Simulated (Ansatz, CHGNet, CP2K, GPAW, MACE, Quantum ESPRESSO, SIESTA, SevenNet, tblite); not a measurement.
# Quantum ESPRESSO on H-capped Ge nanowire along [001] with a Si core (65 atoms): settings compared

How far do other settings of Quantum ESPRESSO move the forces in H-capped Ge nanowire along [001] with a Si core (65 atoms)? One run of the same program serves as the yardstick.

Program: Quantum ESPRESSO 7.5. Level of theory: the method is named at each step. Results are calculated unless marked as measured.

## Step 1: The structure

The cell holds 65 atoms: 28 Ge, 9 Si and 28 H. Its edges and angles: a = 26.501 Å, b = 26.501 Å, c = 5.658 Å, α = 90.0°, β = 90.0°, γ = 90.0°. It derives from Ge (diamond-structure). Round section of size parameter 6.53 Å cut from diamond-structure Ge (a = 5.658 Å) along [001], 1 period, broken bonds capped with H, 12 Å of vacuum, Si core of radius 3.59 Å. Then every atom was moved at random, 0.02 Å r.m.s. a Cartesian component (hydrogen 0.6 of that). Regions: wire, 37 atoms (28 Ge and 9 Si); hydrogen, 28 atoms (28 H). Vacuum lies along a and b. The structure's axis is c.

The yardstick, on the same geometry:

- method: Kohn-Sham DFT, PBE, SSSP efficiency 1.3.0 pseudopotentials, plane waves (Quantum ESPRESSO 7.5); sssp-pbe-1.3.0-efficiency, cutoffs 45/360 Ry, Γ point
- r.m.s. force component: 0.5576 eV/Å
- longest force: 2.14 eV/Å
- gap (highest filled to lowest empty level): 2.054 eV
- time: 7.8 min on 4 MPI ranks of Arm Neoverse V1, shared host
- CPU time: 31 min

## Step 2: PBE+D3(BJ), sssp-1.3.0-efficiency, 45/360 Ry

Method: Kohn-Sham DFT, PBE+D3(BJ), SSSP efficiency 1.3.0 pseudopotentials, plane waves.

Input file pw.in:

```
&control
  calculation = 'scf'
  pseudo_dir = './pseudo'
  outdir = './tmp'
  disk_io = 'none'
  tprnfor = .true.
/
&system
  ibrav = 0
  nat = 65
  ntyp = 3
  ecutwfc = 45
  ecutrho = 360
  nosym = .true.
  occupations = 'smearing'
  smearing = 'fd'
  degauss = 0.003675
  vdw_corr = 'dft-d3'
  dftd3_version = 4
  dftd3_threebody = .false.
/
&electrons
  conv_thr = 3.3e-07
  electron_maxstep = 100
  mixing_beta = 0.4
  mixing_mode = 'local-TF'
  diagonalization = 'david'
/
ATOMIC_SPECIES
Ge 72.630 Ge.upf
Si 28.085 Si.upf
H 1.008 H.upf
CELL_PARAMETERS angstrom
26.50091 0.00000 0.00000
0.00000 26.50091 0.00000
0.00000 0.00000 5.65800
ATOMIC_POSITIONS crystal
Ge 0.35070 0.34925 0.25362
Ge 0.34802 0.42462 0.50373
Ge 0.27326 0.42424 0.75587
Ge 0.27414 0.49954 0.00024
Ge 0.34971 0.50018 0.24429
Ge 0.34876 0.57503 0.50151
Ge 0.27432 0.57463 0.74565
Ge 0.34961 0.65165 0.24640
Ge 0.49770 0.27316 0.49562
Ge 0.42312 0.27275 0.75658
Ge 0.42549 0.34684 0.00495
Ge 0.49935 0.34950 0.25256
Si 0.49850 0.42470 0.49340
Si 0.42585 0.42431 0.75033
Si 0.42558 0.50025 0.00082
Si 0.49893 0.49984 0.25272
Si 0.50027 0.57618 0.49913
Si 0.42364 0.57621 0.75077
Ge 0.42520 0.65165 0.99599
Ge 0.50068 0.65139 0.25536
Ge 0.50011 0.72790 0.50015
Ge 0.42513 0.72937 0.75283
Ge 0.57283 0.27316 0.74803
Ge 0.57475 0.34994 0.00748
Ge 0.65264 0.34909 0.24979
Ge 0.65088 0.42324 0.49627
Si 0.57662 0.42531 0.74201
Si 0.57695 0.49947 0.99908
Ge 0.65177 0.50175 0.25837
Ge 0.65140 0.57456 0.49572
Si 0.57496 0.57589 0.74586
Ge 0.57753 0.65160 0.00096
Ge 0.65371 0.65301 0.24341
Ge 0.57374 0.72608 0.75607
Ge 0.72794 0.42325 0.74114
Ge 0.72582 0.49916 0.00824
Ge 0.72747 0.57356 0.74867
H 0.30104 0.34907 0.09596
H 0.34734 0.30138 0.39941
H 0.27281 0.37752 0.90248
H 0.22559 0.42388 0.59312
H 0.22614 0.49994 0.15306
H 0.22713 0.57440 0.59793
H 0.27257 0.62215 0.91425
H 0.30233 0.65063 0.10137
H 0.34770 0.69909 0.40420
H 0.50111 0.22451 0.33943
H 0.37770 0.27318 0.59056
H 0.42359 0.22662 0.90403
H 0.50041 0.77257 0.34938
H 0.37693 0.72648 0.58949
H 0.42403 0.77412 0.90937
H 0.62154 0.27308 0.59320
H 0.57420 0.22727 0.90468
H 0.69667 0.34791 0.09196
H 0.65032 0.30177 0.41421
[... 5 atom lines left out ...]
H 0.77374 0.42463 0.59677
H 0.77384 0.50039 0.14966
H 0.77296 0.57575 0.59264
H 0.72759 0.62261 0.90850
K_POINTS gamma
```

On the command line:

```bash
OMP_NUM_THREADS=1 mpirun -np 4 pw.x -in pw.in > output.txt
```

Log:

```text
Program PWSCF
     gamma-point specific algorithms are used
     one sub-group per band group will be used
     scalapack distributed-memory algorithm (size of sub-group:  2*  2 procs)
     Parallelization info
     sticks:   dense  smooth     PW     G-vecs:    dense   smooth      PW
     Min       17965    8977   2246               773332   273288   34213
     Max       17970    8980   2250               773334   273289   34214
     Sum       71869   35917   8993              3093333  1093153  136855
     bravais-lattice index     =            0
     lattice parameter (alat)  =      50.0795  a.u.
     unit-cell volume          =   26815.2048 (a.u.)^3
     number of atoms/cell      =           65
     number of atomic types    =            3
     number of electrons       =       456.00
     number of Kohn-Sham states=          274
     kinetic-energy cutoff     =      45.0000  Ry
     charge density cutoff     =     360.0000  Ry
     scf convergence threshold =      3.3E-07
     mixing beta               =       0.4000
     number of iterations used =            8  local-TF  mixing
     Exchange-correlation= PBE
                           (   1   4   3   4   0   0   0)
     crystal axes: (cart. coord. in units of alat)
               a(1) = (   1.000000   0.000000   0.000000 )
               a(2) = (   0.000000   1.000000   0.000000 )
               a(3) = (   0.000000   0.000000   0.213502 )
     reciprocal axes: (cart. coord. in units 2 pi/alat)
               b(1) = (  1.000000  0.000000  0.000000 )
               b(2) = (  0.000000  1.000000  0.000000 )
               b(3) = (  0.000000  0.000000  4.683795 )
     PseudoPot. # 1 for Ge:
     Pseudo is Ultrasoft + core correction, Zval = 14.0
     PseudoPot. # 2 for Si:
     Pseudo is Ultrasoft + core correction, Zval =  4.0
     PseudoPot. # 3 for H :
     Pseudo is Ultrasoft, Zval =  1.0
     atomic species   valence    mass     pseudopotential
     Ge               14.00    72.63000     Ge( 1.00)
     Si                4.00    28.08500     Si( 1.00)
     H                 1.00     1.00800     H ( 1.00)
     No symmetry found
   Cartesian axes
     --------------------------------------------
     DFT-D3 Dispersion Correction (no 3-body):
     --------------------------------------------
       Reference C6 values for interpolation:
         atom   Coordination number   C6
         H          0.912             6.05
         H          0.000            15.18
         Si         0.000           635.71
         Si         0.951           540.53
         Si         1.944           466.25
         Si         2.941           443.01
[...]
Ge         1.945           573.31
         Ge         2.919           459.90
         Ge         3.897           360.58
       Values used:
         atom   Coordination number  R0_AB[au]  C6      C8
         Ge         3.962            3.649    361.76  33319.30
         Ge         3.869            3.649    363.00  33433.08
         Ge         3.952            3.649    361.86  33328.48
         Ge         3.926            3.649    362.15  33354.94
         Ge         3.926            3.649    362.14  33354.09
         Ge         3.902            3.649    362.46  33383.56
[...]
H          0.987            2.062      6.19     74.87
         H          0.987            2.062      6.19     74.87
         H          0.961            2.062      6.22     75.22
         Molecular C6 ( Ry / a.u.^6 ) =    578513.14
     number of k points=     1  Fermi-Dirac smearing, width (Ry)=  0.0037
                       cart. coord. in units 2pi/alat
        k(    1) = (   0.0000000   0.0000000   0.0000000), wk =   2.0000000
     Dense  grid:  1546667 G-vectors     FFT dimensions: ( 320, 320,  72)
     Smooth grid:   546577 G-vectors     FFT dimensions: ( 216, 216,  45)
     Initial potential from superposition of free atoms
     starting charge     455.9702, renormalised to     456.0000
     negative rho (up, down):  6.424E-04 0.000E+00
     Starting wfcs are  316 randomized atomic wfcs
     Self-consistent Calculation
     iteration #  1     ecut=    45.00 Ry     beta= 0.40
     Threshold (ethr) on eigenvalues was too large:
     Diagonalizing with lowered threshold
     negative rho (up, down):  2.781E-07 0.000E+00
     total energy              =   -6117.93131623 Ry
     estimated scf accuracy    <       2.13466788 Ry
     iteration #  2     ecut=    45.00 Ry     beta= 0.40
     negative rho (up, down):  1.351E-08 0.000E+00
     total energy              =   -6117.55692888 Ry
     estimated scf accuracy    <       1.04830605 Ry
     iteration #  3     ecut=    45.00 Ry     beta= 0.40
     total energy              =   -6117.64068573 Ry
     estimated scf accuracy    <       0.11274159 Ry
     iteration #  4     ecut=    45.00 Ry     beta= 0.40
     total energy              =   -6117.62399561 Ry
     estimated scf accuracy    <       0.07331057 Ry
     iteration #  5     ecut=    45.00 Ry     beta= 0.40
     c_bands:  1 eigenvalues not converged
     negative rho (up, down):  1.141E-02 0.000E+00
     total energy              =   -6117.62181467 Ry
     estimated scf accuracy    <       0.04271844 Ry
     iteration #  6     ecut=    45.00 Ry     beta= 0.40
     negative rho (up, down):  6.504E-02 0.000E+00
     total energy              =   -6117.62107513 Ry
     estimated scf accuracy    <       0.01441292 Ry
[...]
negative rho (up, down):  1.109E-02 0.000E+00
[...]
total energy              =   -6117.62146611 Ry
[...]
iteration # 14     ecut=    45.00 Ry     beta= 0.40
[...]
total energy              =   -6117.62145713 Ry
     estimated scf accuracy    <       0.00000286 Ry
     iteration # 15     ecut=    45.00 Ry     beta= 0.40
     negative rho (up, down):  7.876E-04 0.000E+00
     total energy              =   -6117.62145924 Ry
     estimated scf accuracy    <       0.00000081 Ry
     iteration # 16     ecut=    45.00 Ry     beta= 0.40
     negative rho (up, down):  7.378E-04 0.000E+00
     End of self-consistent calculation
          k = 0.0000 0.0000 0.0000 ( 68428 PWs)   bands (ev):
   -26.2382 -26.2325 -26.2024 -26.1944 -26.1820 -26.1756 -26.1754 -26.1613
   -26.1611 -26.1593 -26.1443 -26.1428 -26.1369 -26.1351 -26.1304 -26.1276
   -26.1254 -26.1237 -26.1188 -26.1181 -26.1164 -26.1098 -26.1086 -26.1018
   -26.1007 -26.0973 -26.0918 -26.0865 -26.0819 -26.0775 -26.0767 -26.0751
   -26.0723 -26.0712 -26.0697 -26.0627 -26.0618 -26.0589 -26.0554 -26.0448
   -26.0431 -26.0378 -26.0361 -26.0320 -26.0293 -26.0278 -26.0269 -26.0236
[...]
1.0838   1.1877   1.2121   1.2594   1.3027   1.3956   1.5183   1.5626
     1.5880   1.6412   1.6510   1.7055   1.7449   1.8171   1.8377   1.9239
     1.9787   2.1403   2.1619   2.3289   2.3669   2.3931   2.4232   2.4329
     2.4458   2.5135
     the Fermi energy is    -1.3337 ev
!    total energy              =   -6117.62145945 Ry
     estimated scf accuracy    <       0.00000033 Ry
     smearing contrib. (-TS)   =      -0.00000000 Ry
     internal energy E=F+TS    =   -6117.62145945 Ry
     The total energy is F=E-TS. E is the sum of the following terms:
     one-electron contribution =  -29669.44577533 Ry
     hartree contribution      =   15068.37880975 Ry
     xc contribution           =   -1706.87895942 Ry
     ewald contribution        =   10190.95404333 Ry
     DFT-D3 Dispersion         =      -0.62957778 Ry
     convergence has been achieved in  16 iterations
     negative rho (up, down):  7.378E-04 0.000E+00
     Forces acting on atoms (cartesian axes, Ry/au):
     atom    1 type  1   force =    -0.02185389    0.01982622   -0.01983776
     atom    2 type  1   force =     0.02835272    0.00536950    0.00988378
     atom    3 type  1   force =    -0.00642309    0.03404460   -0.03673592
     atom    4 type  1   force =     0.01113250    0.00655164   -0.00979522
     atom    5 type  1   force =     0.01042904   -0.00691879    0.00420308
     atom    6 type  1   force =     0.02320871    0.00997172   -0.00589894
[...]
atom   63 type  3   force =     0.02665872   -0.00054355    0.02021903
     atom   64 type  3   force =     0.02984097   -0.00414033   -0.02077044
     atom   65 type  3   force =     0.00518537   -0.01847086   -0.02266248
     Total force =     0.304560     Total SCF correction =     0.001402
     Message from routine punch:
     Nothing written, as per user request (disk_io='none')
```

Wall time 7.8 min (4 MPI ranks of Arm Neoverse V1, shared host); peak memory 8.2 GiB.

Banners, paths, timers and routine set-up lines are dropped from the logs unmarked, and long logs keep their key lines alone; longer cuts are marked.

Compared with the plane-wave run:

```
r.m.s. force component                           : 0.5608 eV/Å
r.m.s. difference of force components            : 27.52 meV/Å
longest difference of force vectors              : 89.07 meV/Å
force difference over r.m.s. force               : 4.935 %
slope of forces against the reference's          : 1.004
correlation of force components                  : 0.9988
gap (highest filled to lowest empty level) : 2.054 eV
gap difference                                   : 0 eV
```

Length of the force difference by element (eV/Å):

| element | atoms | mean | most |
| --- | --- | --- | --- |
| Ge | 28 | 0.058 | 0.08 |
| H | 28 | 0.019 | 0.020 |
| Si | 9 | 0.055 | 0.089 |

Levels nearest the highest filled one (eV from it): -1.39, -1.27, -1.17, -0.92, -0.87, -0.81, -0.80, -0.74, -0.29, -0.27, -0.16, 0.00, 2.05, 2.12, 2.14, 2.20, 2.31, 2.37, 2.46, 2.63, 2.66, 2.69, 2.93, 3.01.

The surroundings of Ge22, picked at random, nearest first, numbered as they follow in the input and with coordinates relative to it.

| atom | x | y | z | distance (Å) | bonds | Fx | Fy | Fz (eV/Å) |
| --- | --- | --- | --- | --- | --- | --- | --- | --- |
| Ge22 | 0.00 | 0.00 | 0.00 | 0.00 | 4 | -0.07 | -1.35 | -0.78 |
| H52 | -0.03 | 1.19 | 0.89 | 1.48 | 1 | 0.02 | 0.96 | 0.69 |
| H51 | -1.28 | -0.08 | -0.92 | 1.58 | 1 | 0.38 | 0.25 | 0.53 |
| Ge21 | 1.99 | -0.04 | -1.43 | 2.45 | 4 | -0.14 | -1.60 | 1.04 |
| Ge19 | 0.00 | -2.06 | 1.38 | 2.48 | 4 | 0.08 | -0.10 | -0.14 |
| H46 | -2.05 | -0.80 | -1.97 | 2.96 | 1 | -0.03 | 0.06 | -0.07 |
| H50 | 1.99 | 1.14 | -2.28 | 3.24 | 1 | 0.05 | 1.36 | -1.01 |
| Ge34 | 3.94 | -0.09 | 0.02 | 3.94 | 4 | 0.36 | -0.48 | -0.82 |
| Ge8 | -2.00 | -2.06 | 2.79 | 4.01 | 4 | 0.78 | -0.47 | 0.59 |
| Ge20 | 2.00 | -2.07 | -2.81 | 4.03 | 4 | 0.06 | -0.18 | -0.10 |
| Ge20 | 2.00 | -2.07 | 2.84 | 4.05 | 4 | 0.06 | -0.18 | -0.10 |
| Ge8 | -2.00 | -2.06 | -2.87 | 4.06 | 4 | 0.78 | -0.47 | 0.59 |
| Si18 | -0.04 | -4.06 | -0.01 | 4.06 | 4 | 0.56 | -0.42 | -0.09 |
| H50 | 1.99 | 1.14 | 3.38 | 4.08 | 1 | 0.05 | 1.36 | -1.01 |

Forces lie 4.9 % from the reference's, at 1.0 times its CPU time.

## Step 3: Summary of results

| Item | Value |
| --- | --- |
| force difference from the reference | QE PBE+D3(BJ), sssp-1.3.0-efficiency, 45/360 Ry, 4.9 % |
| its CPU time | 31 min |

In the reference's own program, potentials and cutoffs, a change of model alone moves forces by 4.9 % (QE PBE+D3(BJ), sssp-1.3.0-efficiency, 45/360 Ry). The cell is under 6 Å thick along one periodic direction, so every atom has periodic images of itself close by, which move with it and show among its neighbours and in g(r). The electronic-structure runs sample only Γ, in a cell whose periodic width is 6 Å.

[Also dropped from logs without a mark: logging warnings of Python, and SIESTA's first energy breakdown and zero terms.]

[Logs are printed without paths, hosts, clocks, repeated set-up lines and the standing remarks that a program may print on its own settings, such as how far it seeks lower states.]

[Hosts, paths, dates, database ids (printed as entryN), source tags and the programs' standing remarks are cut or masked in the printed files.]
